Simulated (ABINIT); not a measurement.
Computed results, one entry a study.

### TlAsF6 (R-3): a self-consistent loop beyond G0W0, cycle by cycle

It takes space group R-3 (No. 148, trigonal). Conventional cell: a = 7.441 Å, b = 7.441 Å, c = 7.448 Å, α = 90.00°, β = 90.00°, γ = 120.00°. Nearest to Tl lie 6 F at 2.95 Å. Nearest to As lie 6 F at 1.75 Å. F has 1 As at 1.75 Å nearest. Farther neighbours, and contacts between anions beyond the nearest, are not listed.

```
Tl As F
1.0
     3.72072    2.14816    2.48272
    -3.72072    2.14816    2.48272
     0.00000   -4.29632    2.48272
Tl As F
1 1 6
Direct
  0.00000 0.00000 0.00000
  0.50000 0.50000 0.50000
  0.69805 0.78950 0.42304
  0.78950 0.42304 0.69805
  0.21050 0.57696 0.30195
  0.42304 0.69805 0.78950
  0.57696 0.30195 0.21050
  0.30195 0.21050 0.57696
```

```
method         : RPA screening on PBEsol from quasiparticle energies, plane waves, norm-conserving pseudopotentials (and 5 further levels or steps)
program        : ABINIT 10.8.3
settings       : cutoff 44 Ha, PseudoDojo scalar-relativistic 0.4 stringent, norm-conserving, ngkpt (2, 2, 2), nband 153, ecuteps 4.8 Ha, gwcalctyp 10, inclvkb 2, shiftk (0, 0, 0), symchi 1, awtr 1, frequency ppm, cycle 3, q points all but q = 0, 2×2×2 k-mesh
notes          : The program’s warnings: nproc spkpt=  >= nkpt= * nsppol=. The cell and positions are those that the Materials Project relaxed with its own functionals (PBE, PBE+U or r2SCAN), kept fixed. Limits: no spin-orbit coupling. The first cycle of evGW0 takes the full correction, without the factor Z, so it overshoots the one-shot value. The 2×2×2 mesh is coarse for this cell, which bears on the long-range parts of exchange and screening.
G0W0           : 8.583 eV
evGW0, cycle 1 : 9.230 eV
evGW0, cycle 2 : 8.927 eV
evGW0, cycle 3 : 8.946 eV
evGW0, cycle 4 : 8.946 eV
evGW, cycle 1  : 9.515 eV
evGW, cycle 2  : 9.566 eV
evGW, cycle 3  : 9.572 eV
known limits   : short of the basis limit; no spin-orbit coupling; coarse k mesh
```

Only the bands that the input lists are updated; the higher empty ones keep the functional's energies. The evGW loop starts from the last levels of evGW0, so its cycles and time come on top of those.

[Long decimals in the printed logs are rounded to 6 places.]

[Logs are printed without paths, hosts, clocks, repeated set-up lines and the standing remarks that a program may print on its own settings, such as how far it seeks lower states.]

[Paths, hosts, dates, memory and timing lines, banners, echoed tables and standing remarks are left out of the program output; an Ansatz launch command may be rebuilt from the run's recorded settings. Measured values are a selection of at most five: reports struck by readers or far from the other reports are left out. None is set beside runs whose start may be inverted or whose files or cutoffs have a known fault.]

[Runs of the session that timed out or met a known fault of the program may be left out.]

[Hosts, paths, dates, database ids (printed as entryN), source tags and the programs' standing remarks are cut or masked in the printed files.]

[G0W0 gaps are taken among the corrected bands and points alone; a level outside them can change the order at an edge.]

[Where Ansatz stands beside ABINIT at settings called matched, ABINIT's density can come from a denser mesh and the files from another edition; pairs whose starting gaps differed by over 0.03 eV were left out, so agreement reads better than it is.]
